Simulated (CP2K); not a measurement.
Two runs for the C K edge of fluoroethane. Run A: CP2K XAS_TDP, all-electron GAPW, PBEh(45%), aug-cc-pVDZ, TDA, no relativity. Run B differs in one setting.

First lines with a strength over 0.0015. A:

```tsv
atom	energy (eV)	states	strength, one atom
C1 (bonded to C and 3 H)	283.74	1	0.0070
	284.54	1	0.0181
	284.58	1	0.0188
	284.93	1	0.0043
	285.74	1	0.0060
C2 (bonded to C, F and 2 H)	285.02	1	0.0582
	285.95	1	0.0084
	286.46	1	0.0248
	287.49	1	0.0019
	288.01	1	0.0045
```

B:

```tsv
atom	energy (eV)	states	strength, one atom
C1 (bonded to C and 3 H)	290.34	1	0.0069
	291.13	1	0.0177
	291.18	1	0.0184
	291.52	1	0.0042
	292.33	1	0.0059
C2 (bonded to C, F and 2 H)	291.83	1	0.0568
	292.76	1	0.0082
	293.27	1	0.0242
	294.30	1	0.0019
	294.82	1	0.0044
```

Question: Which was it: the functional, scalar relativity switched on, GW2X switched on, the basis?

GW2X switched on. GW2X shifts an atom's lines together and keeps their spacings. Against PBEh(45%) in aug-cc-pVDZ, the leading lines move by +6.60 eV (C1, to 290.34) and +6.81 eV (C2, to 291.83).

[Banner, clock and machine lines of the logs are left out without a mark of their own.]

[Logs are printed without paths, hosts, clocks, repeated set-up lines and the standing remarks that a program may print on its own settings, such as how far it seeks lower states.]

[Hosts, paths, dates, database ids (printed as entryN), source tags and the programs' standing remarks are cut or masked in the printed files.]
